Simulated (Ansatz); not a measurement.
**(KBr)2(NaI)1 [001] superlattice, started as rocksalt type: phonons and vibrational spectra**

Task: relax (KBr)2(NaI)1 [001] superlattice, started as rocksalt type, then find its harmonic phonons.

Calculated with Ansatz 0.2.0; DFT LDA, scalar-relativistic, plane waves, PAW.

The structure was built from a prototype and need not be the compound's stable phase.

## Step 1: The starting structure

Symmetry: I4/mmm, No. 139, tetragonal system. The conventional cell has a = 4.636 Å, b = 4.636 Å, c = 19.670 Å, α = 90.00°, β = 90.00°, γ = 90.00°. Br has 5 K at 3.28 Å and 1 Na at 3.28 Å nearest. I has 4 Na at 3.28 Å and 2 K at 3.28 Å nearest. Nearest to K lie 5 Br at 3.28 Å and 1 I at 3.28 Å. Nearest to Na lie 4 I at 3.28 Å and 2 Br at 3.28 Å. Farther neighbours and most contacts between anions are not listed.

## Step 2: Relaxation, k-mesh 4×4×4

The cell and atoms are relaxed, since residual forces and stress would shift the frequencies.

input.yaml

```yaml
crystal:
  lattice:
    - [3.27833, 3.27833, 0.0]
    - [-3.27833, 3.27833, 0.0]
    - [3.27833, 0.0, 9.835]
  atoms:
    - { symbol: Br, position: [0.5, 0.5, 0.0] }
    - { symbol: Br, position: [0.833333, 0.166667, 0.333333] }
    - { symbol: I, position: [0.166667, 0.833333, 0.666667] }
    - { symbol: K, position: [0.0, 0.0, 0.0] }
    - { symbol: K, position: [0.333333, 0.666667, 0.333333] }
    - { symbol: Na, position: [0.666667, 0.333333, 0.666667] }
kpoints:
  mp_grid: { grid: [4, 4, 4] }
hamiltonian:
  xc: lda
scf:
  occupations: { method: gaussian, width: 0.02 }
output:
  forces: true
  stress: true
  eigenvalues: true
relax:
  adjacent_minimum: "off"
  f_tol: 0.005
  max_steps: 80
  cell: { stress_tol: 0.05 }
```

On the command line:

```sh
> ansatz run input.yaml --threads 8 --pin off --max-ram 14336MiB --backend cpu --events-out ev --progress --plain --runs-dir out
```

Numbers of over 12 decimals in the logs are rounded to 6 here.

What it wrote:

```text
Warning: the atoms were moved onto the symmetric positions of the space group found under crystal.symmetry.tolerance 1.0e-5 (fractional; no operation is sought that the atoms, as they stand in a round, miss by more than twice it, and no atom is moved by as much as it), and the run uses the moved positions. Before a round's move an operation carried an atom to 9.27e-6 Å from where it should land, the largest such dist [...]
Engine: ansatz 0.2.0, x86_64-unknown-linux-gnu
Pseudopotentials: kind: paw
Pseudopotential: Br, paw, valence charge 7, recommended cutoff 420 eV (normal), Br.paw.azcp
Pseudopotential: I, paw, valence charge 17, recommended cutoff 420 eV (normal), I.paw.azcp
Pseudopotential: K, paw, valence charge 9, recommended cutoff 420 eV (normal), K.paw.azcp
Pseudopotential: Na, paw, valence charge 9, recommended cutoff 420 eV (normal), Na.paw.azcp
Functional definition: SPW92
  exchange = slater_x
  correlation = pw_c
Crystal: 6 atoms, lattice volume = 211.402 Å³
Basis set: ecut = 420 eV, 4169 PW (Γ)
Bands: 35, of which v1, the nominal top of the filled ones, is band 29 counted from 1 (28 counted from 0)
Symmetry: 16 space group operations
Space group: I4/mmm (ITA 139), of the structure as read, at distance tolerance 6.0e-5 Å
k-points: 13 of 64
Non-local potential: Br, projectors of the file, l = 0: 2, l = 1: 2, l = 2: 2
Non-local potential: I, projectors of the file, l = 0: 2, l = 1: 2, l = 2: 2, l = 3: 2
Non-local potential: K, projectors of the file, l = 0: 3, l = 1: 2, l = 2: 2
Non-local potential: Na, projectors of the file, l = 0: 3, l = 1: 2, l = 2: 1
PAW form: soft (Blöchl's): semilocal exchange-correlation on the pseudo side does not see the compensation charge
PAW frozen core: Br, regenerated for the run's functional, and the local potential with it (the file was generated under x = pbe(κ = 0.804, μ = 0.219515), c = pbe(β = 0.066725))
PAW frozen core: I, regenerated for the run's functional, and the local potential with it (the file was generated under x = pbe(κ = 0.804, μ = 0.219515), c = pbe(β = 0.066725))
PAW frozen core: K, regenerated for the run's functional, and the local potential with it (the file was generated under x = pbe(κ = 0.804, μ = 0.219515), c = pbe(β = 0.066725))
PAW frozen core: Na, regenerated for the run's functional, and the local potential with it (the file was generated under x = pbe(κ = 0.804, μ = 0.219515), c = pbe(β = 0.066725))
PAW one-centre angular grid: Br, 110 points (default); XC on 64 Gauss nodes
PAW one-centre angular grid: I, 590 points (default); XC on 64 Gauss nodes
PAW one-centre angular grid: K, 110 points (default); XC on 64 Gauss nodes
PAW one-centre angular grid: Na, 110 points (default); XC on 64 Gauss nodes
Initial density: superposition of atomic densities (neutral atoms: chi_scale 0, normalization atom), corrected by the library's trained network
Initial wavefunctions: pseudopotential atomic-orbital guess
Functional: x = slater, c = lda
SCF iter   1: F=—  HF=-17212.077325 eV  |F-HF|=—  |Δ(HF+E_count)|=         —  Δρ=4.93e-3  dr2=2.98e-2  ethr=1.77e-3  ⟨swp⟩=11.7  Hψ=2562  notcnv=0
preconditioner: auto → Resta (q_TF=auto, 2.199 Å⁻¹)  ε∞=2.5  [insulator: Δε(μ)=3.635 eV  Ē_g=12.428 eV  σ=0.020 eV  W_gap=1.00  n_scr=42 (ndim 8)  ℏωp=15.3 eV  f_vac=0.069  D(μ)=0.00/eV (n_scr^D=0)  ε∞_Penn≈2.5]
SCF iter   2: F=—  HF=-17212.067565 eV  |F-HF|=—  |Δ(HF+E_count)|=   9.76e-3  Δρ=2.41e-3  dr2=7.79e-3  ethr=5.14e-5  ⟨swp⟩=2.9  Hψ=1022  notcnv=0  defer=21
SCF iter   3: F=—  HF=-17212.065843 eV  |F-HF|=—  |Δ(HF+E_count)|=   1.72e-3  Δρ=4.70e-4  dr2=3.74e-4  ethr=1.34e-5  ⟨swp⟩=2.2  Hψ=801  notcnv=0  defer=21
SCF iter   4: F=—  HF=-17212.065779 eV  |F-HF|=—  |Δ(HF+E_count)|=   6.43e-5  Δρ=8.90e-5  dr2=2.06e-5  ethr=6.44e-7  ⟨swp⟩=2.0  Hψ=808  notcnv=0  defer=21
SCF iter   5: F=—  HF=-17212.065921 eV  |F-HF|=—  |Δ(HF+E_count)|=   1.42e-4  Δρ=2.75e-5  dr2=1.23e-6  ethr=3.55e-8  ⟨swp⟩=2.1  Hψ=563  notcnv=0  defer=21
SCF iter   6: F=-17212.065922 eV  HF=-17212.065922 eV  |F-HF|=2.50e-8  |Δ(HF+E_count)|=   1.15e-6  Δρ=4.27e-6  dr2=4.53e-8  ethr=1.72e-10  ⟨swp⟩=12.4  Hψ=2396  notcnv=0
SCF 1 converged in 6 iterations: F = -17212.065922 eV  dr2 = 4.53e-8
  greatest PAW one-centre occupation: 1.000 electrons in one spin orbital (limit 2), on the I atom at site 2 (counted from 0), in its partial waves of l = 2
relax step   1: F+E_penalty+E_count = -17212.06592230 eV  Δ(F+E_penalty+E_count) = +0.000e0 eV  max|allowed force component| = 2.436e-1 eV/Å  Δτ_max = 0.0000 Å  P = -1.432 GPa  Ω = 211.402 Å³  (6 SCF iters, dr2 threshold 1.00e-7 eV, accepted)
Crystal: 6 atoms, lattice volume = 201.133 Å³
Basis set: ecut = 420 eV, 3945 PW (Γ)
Initial density: handed on by an earlier stage of this run
Initial wavefunctions: those handed on with the density
iter 1 solved again at ethr=2.74e-4 eV; its pass at ethr=3.10e-3 eV (dr2=1.59e-1 eV) is discarded
SCF iter   1: F=—  HF=-17212.236465 eV  |F-HF|=—  |Δ(HF+E_count)|=         —  Δρ=5.86e-3  dr2=1.62e-1  ethr=2.74e-4  ⟨swp⟩=2.1  Hψ=2792  notcnv=0
preconditioner: auto → Resta (q_TF=auto, 2.218 Å⁻¹)  ε∞=2.5  [insulator: Δε(μ)=3.538 eV  Ē_g=12.628 eV  σ=0.020 eV  W_gap=1.00  n_scr=42 (ndim 8)  ℏωp=15.7 eV  f_vac=0.039  D(μ)=0.00/eV (n_scr^D=0)  ε∞_Penn≈2.5]
SCF iter   2: F=—  HF=-17212.187642 eV  |F-HF|=—  |Δ(HF+E_count)|=   4.88e-2  Δρ=1.34e-3  dr2=8.28e-3  ethr=2.74e-4  ⟨swp⟩=3.6  Hψ=808  notcnv=0
SCF iter   3: F=—  HF=-17212.185000 eV  |F-HF|=—  |Δ(HF+E_count)|=   2.64e-3  Δρ=5.23e-4  dr2=6.39e-4  ethr=1.43e-5  ⟨swp⟩=3.8  Hψ=883  notcnv=0
SCF iter   4: F=—  HF=-17212.184803 eV  |F-HF|=—  |Δ(HF+E_count)|=   1.97e-4  Δρ=7.27e-5  dr2=1.42e-5  ethr=1.10e-6  ⟨swp⟩=2.1  Hψ=676  notcnv=0
SCF iter   5: F=—  HF=-17212.184943 eV  |F-HF|=—  |Δ(HF+E_count)|=   1.39e-4  Δρ=2.56e-5  dr2=1.05e-6  ethr=2.45e-8  ⟨swp⟩=2.0  Hψ=826  notcnv=0
SCF iter   6: F=-17212.184942 eV  HF=-17212.184942 eV  |F-HF|=2.02e-8  |Δ(HF+E_count)|=   3.93e-7  Δρ=6.11e-6  dr2=7.64e-8  ethr=1.03e-9  ⟨swp⟩=8.7  Hψ=2192  notcnv=0
SCF 2 converged in 6 iterations: F = -17212.184942 eV  dr2 = 7.64e-8
relax step   2: F+E_penalty+E_count = -17212.18494216 eV  Δ(F+E_penalty+E_count) = -1.190e-1 eV  max|allowed force component| = 5.303e-2 eV/Å  Δτ_max = 0.0984 Å  P = -0.878 GPa  Ω = 201.133 Å³  energy of the carried Pulay correction = +1.016e-3 eV  (6 SCF iters, dr2 threshold 6.00e-7 eV, accepted)
Crystal: 6 atoms, lattice volume = 189.760 Å³
Basis set: ecut = 420 eV, 3697 PW (Γ)
iter 1 solved again at ethr=4.71e-5 eV; its pass at ethr=3.10e-3 eV (dr2=2.73e-2 eV) is discarded
SCF iter   1: F=—  HF=-17212.226379 eV  |F-HF|=—  |Δ(HF+E_count)|=         —  Δρ=2.29e-3  dr2=2.81e-2  ethr=4.71e-5  ⟨swp⟩=2.9  Hψ=3012  notcnv=0
preconditioner: auto → Resta (q_TF=auto, 2.239 Å⁻¹)  ε∞=2.6  [insulator: Δε(μ)=3.683 eV  Ē_g=12.759 eV  σ=0.020 eV  W_gap=1.00  n_scr=42 (ndim 8)  ℏωp=16.2 eV  f_vac=0.029  D(μ)=0.00/eV (n_scr^D=0)  ε∞_Penn≈2.6]
SCF iter   2: F=—  HF=-17212.217664 eV  |F-HF|=—  |Δ(HF+E_count)|=   8.71e-3  Δρ=7.85e-4  dr2=2.63e-3  ethr=4.71e-5  ⟨swp⟩=4.0  Hψ=829  notcnv=0
SCF iter   3: F=—  HF=-17212.216681 eV  |F-HF|=—  |Δ(HF+E_count)|=   9.83e-4  Δρ=3.25e-4  dr2=3.06e-4  ethr=4.54e-6  ⟨swp⟩=2.3  Hψ=759  notcnv=0
SCF iter   4: F=—  HF=-17212.216703 eV  |F-HF|=—  |Δ(HF+E_count)|=   2.12e-5  Δρ=6.46e-5  dr2=7.91e-6  ethr=5.28e-7  ⟨swp⟩=2.0  Hψ=718  notcnv=0
SCF iter   5: F=-17212.216702 eV  HF=-17212.216703 eV  |F-HF|=9.38e-8  |Δ(HF+E_count)|=   9.42e-8  Δρ=1.67e-5  dr2=4.69e-7  ethr=1.03e-9  ⟨swp⟩=9.8  Hψ=2396  notcnv=0
SCF 3 converged in 5 iterations: F = -17212.216702 eV  dr2 = 4.69e-7
relax step   3: F+E_penalty+E_count = -17212.21670249 eV  Δ(F+E_penalty+E_count) = -3.176e-2 eV  max|allowed force component| = 1.332e-2 eV/Å  Δτ_max = 0.0456 Å  P = +0.131 GPa  Ω = 189.760 Å³  energy of the carried Pulay correction = +2.201e-3 eV  (5 SCF iters, dr2 threshold 6.00e-7 eV, accepted)
[...]
relax step   4: F+E_penalty+E_count = -17212.21812557 eV  Δ(F+E_penalty+E_count) = -1.423e-3 eV  max|allowed force component| = 2.246e-3 eV/Å  Δτ_max = 0.0039 Å  P = -0.022 GPa  Ω = 191.124 Å³  energy of the carried Pulay correction = +2.056e-3 eV  (5 SCF iters, dr2 threshold 1.55e-7 eV, accepted)
[...]
relax step   5: F+E_penalty+E_count = -17212.21828573 eV  Δ(F+E_penalty+E_count) = -1.602e-4 eV  max|allowed force component| = 1.195e-3 eV/Å  Δτ_max = 0.0014 Å  P = -0.006 GPa  Ω = 190.950 Å³  energy of the carried Pulay correction = +2.074e-3 eV  (4 SCF iters, dr2 threshold 2.33e-8 eV, accepted)
Initial wavefunctions: pseudopotential atomic-orbital guess (no wavefunctions were taken with the density)
iter 1 solved again at ethr=4.24e-7 eV; its pass at ethr=3.10e-3 eV (dr2=2.46e-4 eV) is discarded
SCF iter   1: F=—  HF=-17212.216212 eV  |F-HF|=—  |Δ(HF+E_count)|=         —  Δρ=8.24e-5  dr2=1.79e-6  ethr=4.24e-7  ⟨swp⟩=3.8  Hψ=3827  notcnv=0
preconditioner: auto → Resta (q_TF=auto, 2.237 Å⁻¹)  ε∞=2.6  [insulator: Δε(μ)=3.789 eV  Ē_g=12.739 eV  σ=0.020 eV  W_gap=1.00  n_scr=42 (ndim 8)  ℏωp=16.1 eV  f_vac=0.037  D(μ)=0.00/eV (n_scr^D=0)  ε∞_Penn≈2.6]
SCF iter   2: F=—  HF=-17212.216213 eV  |F-HF|=—  |Δ(HF+E_count)|=   1.25e-6  Δρ=4.13e-5  dr2=4.47e-7  ethr=3.09e-9  ⟨swp⟩=2.2  Hψ=823  notcnv=0
SCF iter   3: F=—  HF=-17212.216213 eV  |F-HF|=—  |Δ(HF+E_count)|=   2.26e-7  Δρ=4.90e-6  dr2=8.62e-9  ethr=7.71e-10  ⟨swp⟩=2.3  Hψ=816  notcnv=0
SCF iter   4: F=—  HF=-17212.216213 eV  |F-HF|=—  |Δ(HF+E_count)|=   1.59e-9  Δρ=5.05e-7  dr2=2.88e-10  ethr=1.49e-11  ⟨swp⟩=2.0  Hψ=821  notcnv=0
SCF iter   5: F=-17212.216213 eV  HF=-17212.216213 eV  |F-HF|=7.28e-12  |Δ(HF+E_count)|=  4.73e-11  Δρ=9.42e-8  dr2=1.60e-11  ethr=1.00e-12  ⟨swp⟩=6.8  Hψ=2014  notcnv=0
SCF 6 converged in 5 iterations: F = -17212.216213 eV  dr2 = 1.60e-11
relax step   6: F+E_penalty+E_count = -17212.21621317 eV  Δ(F+E_penalty+E_count) = +2.073e-3 eV  max|allowed force component| = 1.187e-3 eV/Å  Δτ_max = 0.0000 Å  P = -0.006 GPa  Ω = 190.950 Å³  stress off target by 1.25e-2 GPa  SCF on the basis re-selected at this cell (its energy is not comparable with the rows above)  (5 SCF iters)
basis re-selected at this cell: Δ(F+E_penalty+E_count) = +2.073e-3 eV, ΔP = -0.001 GPa vs the last step (what re-selecting the basis moved, of the pressure what is left beyond the Pulay correction that the steps carried, after the strain that the cell walked since its last selection, with what the two solves' SCF thresholds leave and, on support functions, any second-order correction that the steps lacked; it is no measure of the basis error at this ecutwfc). The dense FFT grid was sized anew with the basis: this SCF ran on 30×30×72 points, the steps before it on 32×32×72, so part of this shift can come from that change (see relax.cell in the input reference). [rest of the remark cut]
SCF converged after 5 iterations
Free energy (F): -17212.216213 eV
Harris-Foulkes:  -17212.216213 eV  (|F-HF|=7.28e-12)
Internal energy: -17212.216213 eV  (E = F + TS)
E sigma→0 (E₀):  -17212.216213 eV
Fermi energy:    4.373872 eV
--- Per-component energies (eV) ---
  E_band       = -854.966489
  E_kinetic    = 1089.671529
  E_local      = -5340.550829  (includes V_loc(G=0)·N_el)
  E_nonlocal   = 206.127425
  E_hartree    = 2227.580874
  E_xc         = -956.526111
  E_vxc        = -718.513243  (∫ρ·V_xc dr)
  E_paw        = -10712.207068  (= ΣΔE_a)
  E_vpaw       = -546.863098  (= ΣTr[D̂ρ^β])
  E_aug_tail   = 0.000059  (compensation charges beyond the density's cutoff)
  E_ewald      = -3728.162220
  E_core_change = 1.850128  (= ΣΔE_core)
  E_smearing   = -0.000000  (= −TS)
  E_closure    = -0.000000  (closes the sum)
  Σ components = -17212.216213   (vs F -17212.216213, Δ=0.00e0)
--- Forces (eV/Å), atoms counted from 1 ---
  atom   1  Br     0.00000000     0.00000000    -0.00118705
  atom   2  Br     0.00000000     0.00000000     0.00118705
  atom   3  I      0.00000000     0.00000000     0.00000000
  atom   4  K      0.00000000     0.00000000    -0.00049834
  atom   5  K      0.00000000     0.00000000     0.00049834
  atom   6  Na     0.00000000     0.00000000     0.00000000
  max |Σ_I F_I| component: 1.08e-19 eV/Å
--- Stress (GPa, compression-positive) ---
       -0.003366       0.000000       0.000000
       -0.000000      -0.003366       0.000000
        0.000000       0.000000      -0.012506
  P = ⅓ Tr σ = -0.0064 GPa (-0.064 kbar)
--- Band table (eV; the first three rows and the last of 13) ---
  k-point 0: bands = [... 25 lower, 1.7570, 2.3405, 2.4645, 2.4645, 6.2680, 7.6657, 8.1178, 8.1406, ... 2 higher]
  k-point 1: bands = [... 25 lower, 1.8173, 2.1250, 2.4492, 2.4492, 6.5614, 7.5699, 7.8174, 8.3656, ... 2 higher]
  k-point 2: bands = [... 25 lower, 1.8476, 1.8476, 2.4333, 2.4333, 7.1258, 7.2715, 7.5061, 8.6353, ... 2 higher]
  k-point 12: bands = [... 25 lower, 1.4010, 1.6818, 1.6818, 2.0832, 7.6473, 7.7435, 7.7435, 9.4641, ... 2 higher]
--- Relaxed structure (5 steps of the walk, 5 accepted, 1 SCFs on fresh bases) ---
  F+E_penalty+E_count = -17212.21621317 eV   max|allowed force component| = 1.187e-3 eV/Å   (the final SCF, on the basis selected at the relaxed cell)
  cell:  # Å, volume = 190.9499 Å³
    - [3.162310, 3.162310, 0.0]
    - [-3.162310, 3.162310, 0.0]
    - [3.162310, 0, 9.547301]
  atoms:
    - { symbol: Br, position: [0.506412, 0.493588, -0.012825] }
    - { symbol: Br, position: [0.826921, 0.173079, 0.346158] }
    - { symbol: I, position: [0.166667, 0.833333, 0.666667] }
    - { symbol: K, position: [-0.00567167, 0.00567167, 0.011343] }
    - { symbol: K, position: [0.339005, 0.660995, 0.321990] }
    - { symbol: Na, position: [0.666667, 0.333333, 0.666667] }
```

Wall time 10 s (8 threads of Intel Xeon Platinum 8259CL at 2.50GHz (Skylake/Cascade Lake), shared host); peak memory 0.79 GiB.

The steps of the relaxation:

```csv
step,energy less that of the first step (eV),largest force component (eV/Å),pressure (GPa),volume (Å³)
1,0.0000,0.2436,-1.43,211.40
2,-0.1190,0.0530,-0.88,201.13
3,-0.1508,0.0133,0.13,189.76
4,-0.1522,0.0022,-0.02,191.12
5,-0.1524,0.0012,-0.01,190.95
6*,-0.1503,0.0012,-0.01,190.95
```

Relaxation steps marked * repeat the geometry before them on a plane-wave basis chosen anew for their cell, so energy and pressure can jump there.

Forces are held to the 16 operations that the run works with; a distortion that breaks them can't arise in this run.

```csv
"conventional cell, symmetrised",before,after,change
a (Å),4.636,4.472,-3.5 %
b (Å),4.636,4.472,-3.5 %
c (Å),19.670,19.095,-2.9 %
volume (Å³/atom),35.23,31.82,-9.7 %
```

The atoms that moved most (Å, as changes of fractional coordinates times the final cell):

```csv
atom,dx,dy,dz,length
Br2,0.000,0.000,0.122,0.122
Br1,0.000,0.000,-0.122,0.122
K4,0.000,0.000,0.108,0.108
K5,0.000,0.000,-0.108,0.108
```

A gap read on the k-mesh alone can miss the band edges.

Numbers from this step:

| Property | Result |
| --- | --- |
| pressure | -0.006413 GPa |
| gap on the k-mesh | 3.789 eV |
| volume per atom | 31.82 Å³ |
| direct gap on mesh | 3.804 eV |

In this step the volume went from 35.23 to 31.82 Å³/atom.

## Step 3: Bringing the structure to rest, k-mesh 6×6×6

The relaxation is repeated from its end, on the mesh and smearing that suit the cell and gap now reached.

input.yaml, the sections that differ from step 2:

```yaml
crystal:
  lattice:
    - [3.1623096684, 3.1623096684, 0.0]
    - [-3.1623096684, 3.1623096684, 0.0]
    - [3.1623096684, 0.0, 9.5473010507]
  atoms:
    - { symbol: Br, position: [0.5064124023, 0.4935875977, -0.0128248045] }
    - { symbol: Br, position: [0.8269209311, 0.1730790689, 0.3461581378] }
    - { symbol: I, position: [0.1666666667, 0.8333333333, 0.6666666667] }
    - { symbol: K, position: [-0.0056716735, 0.0056716735, 0.0113433471] }
    - { symbol: K, position: [0.3390050069, 0.6609949931, 0.3219899863] }
    - { symbol: Na, position: [0.6666666667, 0.3333333333, 0.6666666667] }
kpoints:
  mp_grid: { grid: [6, 6, 6] }
# hamiltonian, scf, output, relax: as in step 2
```

What it wrote:

```text
[...]
Crystal: 6 atoms, lattice volume = 190.950 Å³
Basis set: ecut = 420 eV, 3759 PW (Γ)
Bands: 35, of which v1, the nominal top of the filled ones, is band 29 counted from 1 (28 counted from 0)
Symmetry: 16 space group operations
[...]
k-points: 30 of 216
[...]
- [3.1623096684, 3.1623096684, 0.0]
    - [-3.1623096684, 3.1623096684, 0.0]
    - [3.1623096684, 0.0, 9.5473010507]
  atoms:
    - { symbol: Br, position: [0.506412, 0.493588, -0.012825] }
    - { symbol: Br, position: [0.826921, 0.173079, 0.346158] }
    - { symbol: I, position: [0.166667, 0.833333, 0.666667] }
    - { symbol: K, position: [-0.00567167, 0.00567167, 0.011343] }
    - { symbol: K, position: [0.339005, 0.660995, 0.321990] }
    - { symbol: Na, position: [0.666667, 0.333333, 0.666667] }
[key lines of the parts left out:]
SCF converged after 4 iterations
Free energy (F): -17212.219845 eV
Fermi energy:    4.372098 eV
P = ⅓ Tr σ = -0.0170 GPa (-0.170 kbar)
```

Wall time 3.7 s (8 threads); peak memory 0.79 GiB.

Little changed from the start: no atom moved by 0.005 Å and no cell edge by 0.1 %.

This step gave:

```
pressure           : -0.01699 GPa
gap on the k-mesh  : 3.791 eV
direct gap on mesh : 3.806 eV
```

In this step the volume went from 31.82 to 31.82 Å³/atom.

## Step 4: Tight relaxation

Phonons need a cell at rest on their own settings, so the relaxation is repeated with tight tolerances on forces and stress, using the mesh and the filling of the phonon run that follows.

Edit input.yaml of step 3 so:

```diff
@@ -6,3 +6,3 @@
   atoms:
-    - { symbol: Br, position: [0.5064124023, 0.4935875977, -0.0128248045] }
+    - { symbol: Br, position: [0.5064124022, 0.4935875978, -0.0128248045] }
     - { symbol: Br, position: [0.8269209311, 0.1730790689, 0.3461581378] }
@@ -13,3 +13,3 @@
 kpoints:
-  mp_grid: { grid: [6, 6, 6] }
+  mp_grid: { grid: [8, 8, 8] }
 hamiltonian:
@@ -17,3 +17,3 @@
 scf:
-  occupations: { method: gaussian, width: 0.02 }
+  occupations: { method: fixed }
 output:
@@ -24,4 +24,4 @@
   adjacent_minimum: "off"
-  f_tol: 0.005
-  max_steps: 80
-  cell: { stress_tol: 0.05 }
+  f_tol: 0.001
+  max_steps: 60
+  cell: { stress_tol: 0.01 }
```

What it wrote:

```text
[...]
Crystal: 6 atoms, lattice volume = 190.950 Å³
Basis set: ecut = 420 eV, 3759 PW (Γ)
Bands: 35, of which v1, the nominal top of the filled ones, is band 29 counted from 1 (28 counted from 0)
Symmetry: 16 space group operations
[...]
k-points: 59 of 512
[...]
- [3.161510, 3.161510, 0.0]
    - [-3.161510, 3.161510, 0.0]
    - [3.161510, 0, 9.546679]
  atoms:
    - { symbol: Br, position: [0.506429, 0.493571, -0.012858] }
    - { symbol: Br, position: [0.826904, 0.173096, 0.346191] }
    - { symbol: I, position: [0.166667, 0.833333, 0.666667] }
    - { symbol: K, position: [-0.00568183, 0.00568183, 0.011364] }
    - { symbol: K, position: [0.339015, 0.660985, 0.321970] }
    - { symbol: Na, position: [0.666667, 0.333333, 0.666667] }
[key lines of the parts left out:]
SCF converged after 5 iterations
Free energy (F): -17212.219955 eV
Fermi energy:    2.481665 eV
P = ⅓ Tr σ = -0.0063 GPa (-0.063 kbar)
```

It took 9.5 s on 8 threads; peak memory 0.89 GiB; 70 s of CPU time.

Little changed from the start: no atom moved by 0.005 Å and no cell edge by 0.1 %.

Numbers from this step:

- pressure: -0.006295 GPa
- gap on the k-mesh: 3.793 eV
- volume per atom: 31.81 Å³
- direct gap on mesh: 3.807 eV

The largest force component left is 0.34 meV/Å and the pressure is -0.006 GPa, within the tolerances set. The cell now holds 31.81 Å³/atom.

(Continued in part 2 of 2.)

[Logs are printed without paths, hosts, clocks, repeated set-up lines and the standing remarks that a program may print on its own settings, such as how far it seeks lower states.]

[Hosts, paths, dates, database ids (printed as entryN), source tags and the programs' standing remarks are cut or masked in the printed files.]
